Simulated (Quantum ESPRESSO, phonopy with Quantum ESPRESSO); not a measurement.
# CaO (Fm-3m): phonons against volume, part 2 of 3

Aim: how the vibrations of CaO shift with volume, and the expansion that follows.

What experiment has found for this phase:
- heat capacity C_P per formula unit 42.2 J/mol/K and bulk modulus 113 GPa near room temperature (given in “High-Throughput Prediction of Finite-Temperature Properties using the Quasi-Harmonic Approximation”, 2016, arXiv:1603.06924)

Quantum ESPRESSO 7.5; DFT LDA, scalar-relativistic, plane waves, GBRV ultrasoft pseudopotentials.

So far. Step 12 (Lattice dynamics at this volume, V/V0 1.015): The time given is that of the 2 pw.x runs on displaced cells behind this step. Step 13 (Self-consistent run, V/V0 0.985): The run ends at a pressure of 2.07 GPa.

### 14. Born charges and dielectric tensor

The input, ph.in:

```
phonons
&inputph
   prefix = 'x'
   outdir = './tmp'
   fildyn = 'x.dyn'
   tr2_ph = 1.0d-18
   epsil = .true.
/
0.000000000 0.000000000 0.000000000
```

The input, scf.in:

```
&control
   calculation = 'scf'
   prefix = 'x'
   outdir = './tmp'
   pseudo_dir = './pseudo'
   tprnfor = .true.
   tstress = .true.
/
&system
   ibrav = 0
   nat = 2
   ntyp = 2
   ecutwfc = 45.0
   ecutrho = 270.0
   occupations = 'fixed'
   nbnd = 10
/
&electrons
   conv_thr = 1.0d-12
   mixing_beta = 0.7
   electron_maxstep = 100
/
ATOMIC_SPECIES
 Ca     40.0780  Ca.upf
 O      15.9990  O.upf
CELL_PARAMETERS angstrom
     0.000000000    2.342717018    2.342717018
     2.342717018    0.000000000    2.342717018
     2.342717018    2.342717018    0.000000000
ATOMIC_POSITIONS crystal
 Ca     0.000000000   0.000000000   0.000000000
 O      0.500000000   0.500000000   0.500000000
K_POINTS automatic
 6 6 6 0 0 0
```

Launch:

```bash
$ OMP_NUM_THREADS=1 mpirun -n 8 ph.x -nk 8 -in ph.in > ph.out
```

The job ended after 18 s (8 MPI ranks of Arm Neoverse V1, shared host; 2.4 min of CPU time).

The Born charges sum to zero within 0.0031 e; the rest is removed before use. Acoustic frequencies in this log differ from zero by the error of the sum rule, which ph.x does not impose.

### 15. A displaced supercell

System of this step: CaO. Symmetry: Imm2, No. 44, orthorhombic system. The conventional cell has a = 6.626 Å, b = 9.371 Å, c = 6.626 Å, α = 90.00°, β = 90.00°, γ = 90.00°. Ca has 6 O at 2.33 to 2.36 Å nearest. Nearest to Ca lie 6 O at 2.34 Å. Ca has 6 O at 2.34 Å nearest. Nearest to O lie 6 Ca at 2.34 Å. Farther neighbours and most contacts between anions are not listed.

The input, disp-00001.in:

```
&control
   calculation = 'scf'
   prefix = 'x'
   outdir = './tmp'
   pseudo_dir = './pseudo'
   tprnfor = .true.
   disk_io = 'none'
/
&system
   ibrav = 0
   nat = 16
   ntyp = 2
   ecutwfc = 45.0
   ecutrho = 270.0
   occupations = 'fixed'
   nbnd = 66
/
&electrons
   conv_thr = 1.0d-11
   mixing_beta = 0.7
   electron_maxstep = 100
/
ATOMIC_SPECIES
 Ca     40.0780  Ca.upf
 O      15.9990  O.upf
CELL_PARAMETERS angstrom
     0.000000000    4.685434036    4.685434036
     4.685434036    0.000000000    4.685434036
     4.685434036    4.685434036    0.000000000
ATOMIC_POSITIONS crystal
 Ca     0.003018319   0.000000000   0.000000000
 Ca     0.500000000   0.000000000   0.000000000
 Ca     0.000000000   0.500000000   0.000000000
 Ca     0.500000000   0.500000000   0.000000000
 Ca     0.000000000   0.000000000   0.500000000
 Ca     0.500000000   0.000000000   0.500000000
 Ca     0.000000000   0.500000000   0.500000000
 Ca     0.500000000   0.500000000   0.500000000
 O      0.250000000   0.250000000   0.250000000
 O      0.750000000   0.250000000   0.250000000
 O      0.250000000   0.750000000   0.250000000
 O      0.750000000   0.750000000   0.250000000
 O      0.250000000   0.250000000   0.750000000
 O      0.750000000   0.250000000   0.750000000
 O      0.250000000   0.750000000   0.750000000
 O      0.750000000   0.750000000   0.750000000
K_POINTS automatic
 3 3 3 0 0 0
```

Launch:

```bash
$ OMP_NUM_THREADS=1 mpirun -n 4 pw.x -nk 4 -in disp-00001.in > disp-00001.out
```

Wall time 62 s (4 MPI ranks); 4.1 min of CPU time.

### 16. Phonons, V/V0 0.985

This step: DFT LDA, scalar-relativistic, plane waves, GBRV ultrasoft pseudopotentials (phonopy with Quantum ESPRESSO 4.10.0 / 7.5).

Run time: 65 s. Hardware: 8 threads.

No mode is imaginary beyond numerical noise along the path. The highest zone-centre mode (no LO–TO term) moved by +3.8 % for a volume change of -1.5 %.

The time given is that of the 2 pw.x runs on displaced cells behind this step.

### 17. Self-consistent run, V/V0 1.03

This step: DFT LDA, scalar-relativistic, plane waves, GBRV ultrasoft pseudopotentials (Quantum ESPRESSO 7.5).

System of this step: CaO. Symmetry: Fm-3m, No. 225, cubic system. The conventional cell has a = 4.756 Å, b = 4.756 Å, c = 4.756 Å, α = 90.00°, β = 90.00°, γ = 90.00°. Ca has 6 O at 2.38 Å nearest. Nearest to O lie 6 Ca at 2.38 Å. Farther neighbours and most contacts between anions are not listed.

scf.in, as its differences from that of step 14:

```diff
@@ -26,5 +26,5 @@
 CELL_PARAMETERS angstrom
-     0.000000000    2.342717018    2.342717018
-     2.342717018    0.000000000    2.342717018
-     2.342717018    2.342717018    0.000000000
+     0.000000000    2.377863007    2.377863007
+     2.377863007    0.000000000    2.377863007
+     2.377863007    2.377863007    0.000000000
 ATOMIC_POSITIONS crystal
```

Launch:

```bash
$ OMP_NUM_THREADS=1 mpirun -n 8 pw.x -nk 8 -in scf.in > scf.out
```

The job ended after 1.9 s (8 MPI ranks; 14 s of CPU time).

The run ends at a pressure of -3.54 GPa.

### 18. Zone-centre response

ph.in is that of step 14.

scf.in is that of step 17.

Launch:

```bash
$ OMP_NUM_THREADS=1 mpirun -n 8 ph.x -nk 8 -in ph.in > ph.out
```

The job ended after 18 s (8 MPI ranks).

ε∞:

```
3.87 0.00 0.00
0.00 3.87 0.00
0.00 0.00 3.87
```

The Born charges sum to zero within 0.0027 e; the rest is removed before use. Acoustic frequencies in this log differ from zero by the error of the sum rule, which ph.x does not impose.

### 19. A displaced supercell

System of this step: CaO. It takes space group Imm2 (No. 44, orthorhombic). Conventional cell: a = 6.726 Å, b = 9.511 Å, c = 6.726 Å, α = 90.00°, β = 90.00°, γ = 90.00°. Nearest to Ca lie 6 O at 2.36 to 2.39 Å. Nearest to Ca lie 6 O at 2.38 Å. Ca has 6 O at 2.38 Å nearest. Nearest to O lie 6 Ca at 2.38 Å. Farther neighbours and most contacts between anions are not listed.

disp-00001.in, as its differences from that of step 15:

```diff
@@ -26,7 +26,7 @@
 CELL_PARAMETERS angstrom
-     0.000000000    4.685434036    4.685434036
-     4.685434036    0.000000000    4.685434036
-     4.685434036    4.685434036    0.000000000
+     0.000000000    4.755726014    4.755726014
+     4.755726014    0.000000000    4.755726014
+     4.755726014    4.755726014    0.000000000
 ATOMIC_POSITIONS crystal
- Ca     0.003018319   0.000000000   0.000000000
+ Ca     0.002973707   0.000000000   0.000000000
  Ca     0.500000000   0.000000000   0.000000000
```

Launch:

```bash
$ OMP_NUM_THREADS=1 mpirun -n 4 pw.x -nk 4 -in disp-00001.in > disp-00001.out
```

It took 61 s on 4 MPI ranks; 4.1 min of CPU time.

### 20. Lattice dynamics at this volume, V/V0 1.03

This step: DFT LDA, scalar-relativistic, plane waves, GBRV ultrasoft pseudopotentials (phonopy with Quantum ESPRESSO 4.10.0 / 7.5).

Run time: 67 s. Hardware: 8 threads.

Phonopy, LO-TO term from ph.x's tensors. The phonon branches at the labelled points (cm⁻¹):

```
    point  branch 1  branch 2  branch 3  branch 4  branch 5  branch 6
        Γ         0         0         0       270       270       552
  halfway       160       160       223       298       298       486
        X       203       203       291       294       294       387
  halfway       201       226       290       294       308       380
        U       194       271       283       295       347       366
jump to K       194       271       283       295       347       366
  halfway       145       188       252       280       314       500
        Γ         0         0         0       270       270       552
  halfway       134       134       236       285       285       526
        L       178       178       307       307       373       471
  halfway       190       226       302       318       343       419
        W       231       268       268       316       344       344
  halfway       218       228       288       305       310       374
        X       203       203       291       294       294       387
```

No mode is imaginary beyond numerical noise along the path. The highest zone-centre mode (no LO–TO term) moved by -7.5 % for a volume change of +3.0 %.

The time given is that of the 2 pw.x runs on displaced cells behind this step.

### 21. Self-consistent run, V/V0 0.97

This step: DFT LDA, scalar-relativistic, plane waves, GBRV ultrasoft pseudopotentials (Quantum ESPRESSO 7.5).

System of this step: CaO. Symmetry: Fm-3m, No. 225, cubic system. Conventional cell: a = 4.662 Å, b = 4.662 Å, c = 4.662 Å, α = 90.00°, β = 90.00°, γ = 90.00°. Nearest to Ca lie 6 O at 2.33 Å. Nearest to O lie 6 Ca at 2.33 Å. Farther neighbours and most contacts between anions are not listed.

scf.in, as its differences from that of step 18:

```diff
@@ -26,5 +26,5 @@
 CELL_PARAMETERS angstrom
-     0.000000000    2.377863007    2.377863007
-     2.377863007    0.000000000    2.377863007
-     2.377863007    2.377863007    0.000000000
+     0.000000000    2.330764172    2.330764172
+     2.330764172    0.000000000    2.330764172
+     2.330764172    2.330764172    0.000000000
 ATOMIC_POSITIONS crystal
```

Launch:

```bash
$ OMP_NUM_THREADS=1 mpirun -n 8 pw.x -nk 8 -in scf.in > scf.out
```

Elapsed: 1.7 s, on 8 MPI ranks.

The run ends at a pressure of 4.27 GPa.

### 22. Born charges and dielectric tensor

ph.in is that of step 18.

scf.in is that of step 21.

Launch:

```bash
$ OMP_NUM_THREADS=1 mpirun -n 8 ph.x -nk 8 -in ph.in > ph.out
```

It took 17 s on 8 MPI ranks.

ε∞:

```
3.92 0.00 0.00
0.00 3.92 0.00
0.00 0.00 3.92
```

The Born charges sum to zero within 0.0033 e; the rest is removed before use. Acoustic frequencies in this log differ from zero by the error of the sum rule, which ph.x does not impose.

### 23. Forces on a displaced cell

System of this step: CaO. The structure is orthorhombic, space group Imm2 (No. 44). Conventional cell: a = 6.592 Å, b = 9.323 Å, c = 6.592 Å, α = 90.00°, β = 90.00°, γ = 90.00°. Nearest to Ca lie 6 O at 2.32 to 2.34 Å. Nearest to Ca lie 6 O at 2.33 Å. Ca has 6 O at 2.33 Å nearest. Nearest to O lie 6 Ca at 2.33 Å. Farther neighbours and most contacts between anions are not listed.

disp-00001.in, as its differences from that of step 19:

```diff
@@ -26,7 +26,7 @@
 CELL_PARAMETERS angstrom
-     0.000000000    4.755726014    4.755726014
-     4.755726014    0.000000000    4.755726014
-     4.755726014    4.755726014    0.000000000
+     0.000000000    4.661528345    4.661528345
+     4.661528345    0.000000000    4.661528345
+     4.661528345    4.661528345    0.000000000
 ATOMIC_POSITIONS crystal
- Ca     0.002973707   0.000000000   0.000000000
+ Ca     0.003033798   0.000000000   0.000000000
  Ca     0.500000000   0.000000000   0.000000000
```

Launch:

```bash
$ OMP_NUM_THREADS=1 mpirun -n 4 pw.x -nk 4 -in disp-00001.in > disp-00001.out
```

Wall time 59 s (4 MPI ranks); 3.9 min of CPU time.

### 24. Lattice dynamics at this volume, V/V0 0.97

This step: DFT LDA, scalar-relativistic, plane waves, GBRV ultrasoft pseudopotentials (phonopy with Quantum ESPRESSO 4.10.0 / 7.5).

Run time: 59 s. Hardware: 8 threads; 7.9 min of CPU time.

Phonopy, LO-TO term from ph.x's tensors. The phonon branches at the labelled points (cm⁻¹):

```
    point  branch 1  branch 2  branch 3  branch 4  branch 5  branch 6
        Γ         0         0         0       314       314       590
  halfway       163       163       258       344       344       512
        X       205       205       331       339       339       403
  halfway       206       234       326       339       351       400
        U       207       290       310       336       381       394
jump to K       207       290       310       336       381       394
  halfway       170       193       275       318       359       532
        Γ         0         0         0       314       314       590
  halfway       150       150       252       327       327       562
        L       203       203       345       345       396       504
  halfway       211       247       341       356       364       451
        W       254       286       286       349       380       380
  halfway       230       234       321       344       354       397
        X       205       205       331       339       339       403
```

No mode is imaginary beyond numerical noise along the path. The highest zone-centre mode (no LO–TO term) moved by +7.7 % for a volume change of -3.0 %.

The time given is that of the 2 pw.x runs on displaced cells behind this step.

### 25. Self-consistent run, V/V0 1.05

This step: DFT LDA, scalar-relativistic, plane waves, GBRV ultrasoft pseudopotentials (Quantum ESPRESSO 7.5).

System of this step: CaO. The structure is cubic, space group Fm-3m (No. 225). The conventional cell has a = 4.786 Å, b = 4.786 Å, c = 4.786 Å, α = 90.00°, β = 90.00°, γ = 90.00°. Nearest to Ca lie 6 O at 2.39 Å. Nearest to O lie 6 Ca at 2.39 Å. Farther neighbours and most contacts between anions are not listed.

scf.in, as its differences from that of step 22:

```diff
@@ -26,5 +26,5 @@
 CELL_PARAMETERS angstrom
-     0.000000000    2.330764172    2.330764172
-     2.330764172    0.000000000    2.330764172
-     2.330764172    2.330764172    0.000000000
+     0.000000000    2.393155151    2.393155151
+     2.393155151    0.000000000    2.393155151
+     2.393155151    2.393155151    0.000000000
 ATOMIC_POSITIONS crystal
```

Launch:

```bash
$ OMP_NUM_THREADS=1 mpirun -n 8 pw.x -nk 8 -in scf.in > scf.out
```

It took 1.9 s on 8 MPI ranks; 14 s of CPU time.

The run ends at a pressure of -5.62 GPa.

### 26. Zone-centre response

ph.in is that of step 22.

scf.in is that of step 25.

Launch:

```bash
$ OMP_NUM_THREADS=1 mpirun -n 8 ph.x -nk 8 -in ph.in > ph.out
```

Run time: 18 s. Hardware: 8 MPI ranks; 2.3 min of CPU time.

ε∞:

```
3.86 0.00 0.00
0.00 3.86 0.00
0.00 0.00 3.86
```

The Born charges sum to zero within 0.0025 e; the rest is removed before use. Acoustic frequencies in this log differ from zero by the error of the sum rule, which ph.x does not impose.

### 27. Forces on a displaced cell

System of this step: CaO. Symmetry: Imm2, No. 44, orthorhombic system. Conventional cell: a = 6.769 Å, b = 9.573 Å, c = 6.769 Å, α = 90.00°, β = 90.00°, γ = 90.00°. Nearest to Ca lie 6 O at 2.38 to 2.41 Å. Ca has 6 O at 2.39 Å nearest. Nearest to Ca lie 6 O at 2.39 Å. Nearest to O lie 6 Ca at 2.39 Å. Farther neighbours and most contacts between anions are not listed.

disp-00001.in, as its differences from that of step 23:

```diff
@@ -26,7 +26,7 @@
 CELL_PARAMETERS angstrom
-     0.000000000    4.661528345    4.661528345
-     4.661528345    0.000000000    4.661528345
-     4.661528345    4.661528345    0.000000000
+     0.000000000    4.786310301    4.786310301
+     4.786310301    0.000000000    4.786310301
+     4.786310301    4.786310301    0.000000000
 ATOMIC_POSITIONS crystal
- Ca     0.003033798   0.000000000   0.000000000
+ Ca     0.002954705   0.000000000   0.000000000
  Ca     0.500000000   0.000000000   0.000000000
```

Launch:

```bash
$ OMP_NUM_THREADS=1 mpirun -n 4 pw.x -nk 4 -in disp-00001.in > disp-00001.out
```

Wall time 62 s (4 MPI ranks).

### 28. Phonons, V/V0 1.05

This step: DFT LDA, scalar-relativistic, plane waves, GBRV ultrasoft pseudopotentials (phonopy with Quantum ESPRESSO 4.10.0 / 7.5).

The job ended after 63 s (8 threads).

Phonopy, LO-TO term from ph.x's tensors. Phonon branches along the path, in cm⁻¹:

```
    point  branch 1  branch 2  branch 3  branch 4  branch 5  branch 6
        Γ         0         0         0       256       256       541
  halfway       160       160       212       283       283       478
        X       201       201       276       280       280       383
  halfway       198       223       276       281       296       376
        U       190       263       272       283       337       359
jump to K       190       263       272       283       337       359
  halfway       137       186       245       268       299       490
        Γ         0         0         0       256       256       541
  halfway       129       129       232       272       272       515
        L       170       170       295       295       365       460
  halfway       183       218       290       304       338       410
        W       224       259       259       306       336       336
  halfway       213       224       274       293       298       370
        X       201       201       276       280       280       383
```

No mode is imaginary beyond numerical noise along the path. The highest zone-centre mode (no LO–TO term) moved by -12.4 % for a volume change of +5.0 %.

The time given is that of the 2 pw.x runs on displaced cells behind this step.

(Part 2 of 3 ends here.)

[Logs are printed without paths, hosts, clocks, repeated set-up lines and the standing remarks that a program may print on its own settings, such as how far it seeks lower states.]

[Hosts, paths, dates, database ids (printed as entryN), source tags and the programs' standing remarks are cut or masked in the printed files.]

[A step with changed settings may run another functional than the one named; its input shows which.]

[Of the runs on displaced cells, only some may be shown.]
